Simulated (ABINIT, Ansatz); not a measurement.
# HfCdS3 (Pm-3m): zone-centre phonons, part 5 of 5

Aim: the zone-centre modes of HfCdS3 (Pm-3m).

ABINIT 10.8.3; DFT PBE, scalar-relativistic, plane waves, SPMS norm-conserving pseudopotentials.

So far, highest optical zone-centre mode (no LO-TO term) (cm⁻¹): step 5 (zone-centre analysis) 332; step 6 (ASR 0, chneut 0) 332.

The structure was built from a prototype and need not be the compound's stable phase.

## Step 7: The same in Ansatz

The same cell goes through another code, with its own cutoff. The potentials differ.

This step: DFT PBE, scalar-relativistic, plane waves, PseudoDojo norm-conserving pseudopotentials (Ansatz 0.2.0).

Input file input.yaml:

```yaml
crystal:
  lattice:
    - [4.9541690454, 0.0, 0.0]
    - [0.0, 4.9541690454, 0.0]
    - [0.0, 0.0, 4.9541690454]
  atoms:
    - { symbol: Cd, position: [0.0, 0.0, 0.0] }
    - { symbol: Hf, position: [0.5, 0.5, 0.5] }
    - { symbol: S, position: [0.5, 0.5, 0.0] }
    - { symbol: S, position: [0.5, 0.0, 0.5] }
    - { symbol: S, position: [0.0, 0.5, 0.5] }
kpoints:
  mp_grid: { grid: [6, 6, 6] }
hamiltonian:
  xc: pbe
  pseudopotentials: { kind: nc, accuracy: standard }
scf:
  occupations: { method: gaussian, width: 0.27211 }
output:
  eigenvalues: true
phonons:
  method: dfpt
```

The run is started by

```sh
> ansatz run input.yaml --threads 4 --pin off --max-ram 8192MiB --backend cpu --events-out ev --progress --plain --runs-dir out
```

Numbers of over 12 decimals in the logs are rounded to 6 here.

The program printed:

```text
zone centre: on kpoints.mp_grid the ground state, and the responses unless they are solved on pairs of k-points, stand on 64 of the mesh's 216 k-points, reduced under 8 symmetry operations, with k and −k counted as one. Each operation leaves every solved displacement unchanged or reverses it
Engine: ansatz 0.2.0, x86_64-unknown-linux-gnu
Pseudopotentials: kind: nc
Pseudopotential: Cd, nc, valence charge 20, recommended cutoff 1387.780699 eV (normal), Cd.nc.azcp (PseudoDojo's, or run here from an input of PseudoDojo's; its table is named by hamiltonian.pseudopotentials.accuracy)
Pseudopotential: Hf, nc, valence charge 12, recommended cutoff 789.130201 eV (normal), Hf.nc.azcp (PseudoDojo's, or run here from an input of PseudoDojo's; its table is named by hamiltonian.pseudopotentials.accuracy)
Pseudopotential: S, nc, valence charge 6, recommended cutoff 770 eV (normal), S.nc.azcp (PseudoDojo's, or run here from an input of PseudoDojo's; its table is named by hamiltonian.pseudopotentials.accuracy)
Functional definition: PBE
  parameter kappa = 0.804
  parameter beta = 0.066725
  exchange = pbe_x(kappa = kappa, mu = beta*pi^2/3)
  correlation = pbe_c(beta = beta)
Crystal: 5 atoms, lattice volume = 121.594 Å³
Basis set: ecut = 1387.780699 eV, 14243 PW (Γ), exchange–correlation on 128×128×128 points (8 copies of the dense FFT grid, shifted against one another)
Bands: 30, of which v1, the nominal top of the filled ones, is band 25 counted from 1 (24 counted from 0)
Symmetry: 48 space group operations
k-points: 64 of 216 (irreducible under 8 space group operations)
Non-local potential: Cd, projectors of the file, l = 0: 2, l = 1: 2, l = 2: 2
Non-local potential: Hf, projectors of the file, l = 0: 2, l = 1: 2, l = 2: 2, l = 3: 2
Non-local potential: S, projectors of the file, l = 0: 2, l = 1: 2, l = 2: 2
Initial density: superposition of atomic densities (chi_scale 0.1, normalization cell, long waves kept (reshape's long-wave potential 0.00 eV rms))
Initial wavefunctions: pseudopotential atomic-orbital guess
Functional: x = pbe(κ = 0.804, μ = 0.219515), c = pbe(β = 0.066725)
SCF iter   1: F=—  HF=-7208.240416 eV  |F-HF|=—  |Δ(HF+E_count)|=         —  Δρ=3.80e-2  dr2=2.54e0  ethr=3.10e-3  ⟨swp⟩=8.1  Hψ=10226  notcnv=0
preconditioner: auto → Kerker (q_TF=auto, 2.353 Å⁻¹)  [metal: Δε(μ)=0.126 eV  Ē_g=8.326 eV  σ=0.272 eV  W_gap=0.26  n_scr=26 (ndim 8)  ℏωp=19.6 eV  f_vac=0.000  D(μ)=2.09/eV (n_scr^D=6)]
SCF iter   2: F=—  HF=-7207.773297 eV  |F-HF|=—  |Δ(HF+E_count)|=   4.67e-1  Δρ=2.11e-2  dr2=1.02e0  ethr=3.10e-3  ⟨swp⟩=1.5  Hψ=2520  notcnv=0
SCF iter   3: F=—  HF=-7207.543322 eV  |F-HF|=—  |Δ(HF+E_count)|=   2.30e-1  Δρ=4.19e-3  dr2=2.69e-2  ethr=2.05e-3  ⟨swp⟩=3.0  Hψ=3922  notcnv=0
SCF iter   4: F=—  HF=-7207.544223 eV  |F-HF|=—  |Δ(HF+E_count)|=   9.00e-4  Δρ=2.00e-3  dr2=3.88e-3  ethr=5.38e-5  ⟨swp⟩=3.2  Hψ=4515  notcnv=0
SCF iter   5: F=—  HF=-7207.544281 eV  |F-HF|=—  |Δ(HF+E_count)|=   5.85e-5  Δρ=1.20e-3  dr2=1.23e-3  ethr=7.76e-6  ⟨swp⟩=2.7  Hψ=3853  notcnv=0
SCF iter   6: F=—  HF=-7207.544260 eV  |F-HF|=—  |Δ(HF+E_count)|=   2.15e-5  Δρ=2.14e-4  dr2=6.59e-5  ethr=2.46e-6  ⟨swp⟩=2.5  Hψ=3393  notcnv=0
SCF iter   7: F=—  HF=-7207.544324 eV  |F-HF|=—  |Δ(HF+E_count)|=   6.41e-5  Δρ=1.53e-4  dr2=2.20e-5  ethr=1.32e-7  ⟨swp⟩=3.0  Hψ=4097  notcnv=0
SCF iter   8: F=—  HF=-7207.544304 eV  |F-HF|=—  |Δ(HF+E_count)|=   2.02e-5  Δρ=2.28e-5  dr2=9.01e-7  ethr=4.40e-8  ⟨swp⟩=2.3  Hψ=3478  notcnv=0
SCF iter   9: F=—  HF=-7207.544740 eV  |F-HF|=—  |Δ(HF+E_count)|=   4.37e-4  Δρ=5.82e-6  dr2=3.63e-8  ethr=1.80e-9  ⟨swp⟩=2.9  Hψ=3976  notcnv=0
SCF iter  10: F=—  HF=-7207.544740 eV  |F-HF|=—  |Δ(HF+E_count)|=   1.86e-8  Δρ=1.61e-6  dr2=1.50e-9  ethr=7.26e-11  ⟨swp⟩=2.5  Hψ=3266  notcnv=0
SCF iter  11: F=—  HF=-7207.544740 eV  |F-HF|=—  |Δ(HF+E_count)|=  5.91e-11  Δρ=2.02e-7  dr2=4.20e-11  ethr=3.01e-12  ⟨swp⟩=3.0  Hψ=3949  notcnv=0
SCF iter  12: F=-7207.544740 eV  HF=-7207.544740 eV  |F-HF|=6.37e-12  |Δ(HF+E_count)|=  5.46e-11  Δρ=3.49e-8  dr2=9.18e-13  ethr=1.00e-12  ⟨swp⟩=12.3  Hψ=14953  notcnv=0
SCF 1 converged in 12 iterations: F = -7207.544740 eV  dr2 = 9.18e-13
DFPT response loops at Γ: preconditioner auto → Kerker (q_TF=auto, 2.353 Å⁻¹) (partly filled bands, converged f_vac=0.006); β = 1.00, the filter's whole step (`scf.mixing.beta` (0.50) is not read by the response loops under this deck's `scf.mixing.preconditioner`; to damp them name `kerker` or `kerker_dos`, under which they read `scf.mixing.beta`, and type it under 1.00, their step now; both keys bind the ground state too); Broyden in place of MSR1
SCF converged after 12 iterations
Free energy (F): -7207.544740 eV
Harris-Foulkes:  -7207.544740 eV  (|F-HF|=6.37e-12)
Internal energy: -7207.422573 eV  (E = F + TS)
E sigma→0 (E₀):  -7207.483657 eV
Entropy (-TS):   -0.122168 eV (-24.434 meV/atom)
Fermi energy:    6.971005 eV
--- Per-component energies (eV) ---
  E_band       = -738.632749
  E_kinetic    = 2378.995301
  E_local      = -6630.726714  (includes V_loc(G=0)·N_el)
  E_nonlocal   = 312.544219
  E_hartree    = 2133.749806
  E_xc         = -1301.495957
  E_vxc        = -1066.945175  (∫ρ·V_xc dr)
  E_ewald      = -4100.489227
  E_smearing   = -0.122168  (= −TS)
  E_closure    = 0.000000  (closes the sum)
  Σ components = -7207.544740   (vs F -7207.544740, Δ=0.00e0)
--- Band table (eV; the first three rows and the last of 64) ---
  k-point 0: bands = [... 21 lower, 6.0323, 6.0323, 6.5263, 6.5263, 6.5263, 8.1210, 8.1210, 8.1210, ... 1 higher]
  k-point 1: bands = [... 21 lower, 5.6773, 5.9497, 6.4179, 6.4179, 6.6821, 8.1344, 8.8279, 8.8279, ... 1 higher]
  k-point 2: bands = [... 21 lower, 5.0100, 5.7964, 6.4391, 6.4391, 7.6029, 8.1618, 10.0211, 10.0211, ... 1 higher]
  k-point 63: bands = [... 21 lower, 3.2412, 5.6843, 7.2157, 7.2157, 7.2157, 11.1532, 11.1532, 11.1532, ... 1 higher]
--- Phonons (Γ-DFPT): 4 representative perturbations + reference, on 64 of 216 k-points (Σ response iterations 14) ---
  k mesh reduced under 8 symmetry operations, with k and −k counted as one. Each operation leaves every solved displacement unchanged or reverses it
  ASR residual: 5.879e-5 → 0.000e0 eV/Å²; symmetrization residual: 2.420e-5 eV/Å²
  ASR residual per site (eV/Å²): 3.51e-5 2.22e-5 5.88e-5 5.88e-5 5.88e-5
  Γ frequencies (cm⁻¹): -123.70 -123.70 -123.70 -101.63 -101.63 -101.63 -25.65 -25.65 -25.65 0.00 0.00 0.00 333.17 333.17 333.17
  non-analytic LO–TO correction: not included (Born effective charges unavailable; polar crystals: no LO–TO splitting at Γ)
```

Run time: 73 s. Hardware: 4 threads of Intel Xeon 6975P-C (Granite Rapids), shared host; peak memory 4.6 GiB; 4.7 min of CPU time.

Numbers from this step:

* sum-rule residual before enforcement: 5.88e-5 eV/Å²
* highest optical zone-centre mode (no LO-TO term): 333.2 cm⁻¹
* lowest optical zone-centre mode: -123.7 cm⁻¹

## Step 8: Side by side: ABINIT SPMS and Ansatz, PseudoDojo

Worked out from the results:

```
root-mean-square difference : 0.45 cm⁻¹
largest difference          : 0.83 cm⁻¹
```

The 12 of 12 modes that differ most. Frequencies side by side:

| q (reciprocal lattice) | mode | ABINIT SPMS (cm⁻¹) | Ansatz, PseudoDojo (cm⁻¹) |
| --- | --- | --- | --- |
| 0 0 0 | 1 | -123.5 | -123.7 |
| 0 0 0 | 2 | -123.5 | -123.7 |
| 0 0 0 | 3 | -123.5 | -123.7 |
| 0 0 0 | 4 | -101.7 | -101.6 |
| 0 0 0 | 5 | -101.7 | -101.6 |
| 0 0 0 | 6 | -101.7 | -101.6 |
| 0 0 0 | 7 | -25.91 | -25.65 |
| 0 0 0 | 8 | -25.91 | -25.65 |
| 0 0 0 | 9 | -25.91 | -25.65 |
| 0 0 0 | 13 | 332.3 | 333.2 |
| 0 0 0 | 14 | 332.3 | 333.2 |
| 0 0 0 | 15 | 332.3 | 333.2 |

At the zone centre the largest difference (acoustic modes at Γ apart) is 0.2 % of the highest mode.

## Step 9: What came out

| Quantity | Value |
| --- | --- |
| space group after relaxation | Pm-3m |
| volume per atom | 24.3 Å³ |
| highest optical zone-centre mode (no LO-TO term) | 332.3 cm⁻¹ |
| lowest optical zone-centre mode | -123.5 cm⁻¹ |
| imaginary optical modes at the zone centre (no q mesh in this session) | yes |
| largest difference from Ansatz, PseudoDojo | 0.83 cm⁻¹ |

**Reading.** At the PBE level the optical modes of HfCdS3 (Pm-3m) at the zone centre run from 124i to 332 cm⁻¹, so the structure is a saddle point, with 9 modes beyond 10i cm⁻¹ there. ABINIT SPMS and Ansatz, PseudoDojo agree to 0.83 cm⁻¹ (0.2 % of the highest mode compared) on all solved modes but the acoustic ones at Γ, without the LO-TO term. These are harmonic frequencies at zero temperature: anharmonic shifts and linewidths and thermal expansion are left out. Spin-orbit coupling is left out, which can matter for the heavy elements here. In a metal the frequencies hang on the k mesh and the smearing, most of all near Kohn anomalies. The structure is a hypothetical one, built on a prototype.

[Host names and launcher messages were left out of these logs when they were recorded.]

[Logs are printed without paths, hosts, clocks, repeated set-up lines and the standing remarks that a program may print on its own settings, such as how far it seeks lower states.]

[Hosts, paths, dates, database ids (printed as entryN), source tags and the programs' standing remarks are cut or masked in the printed files.]
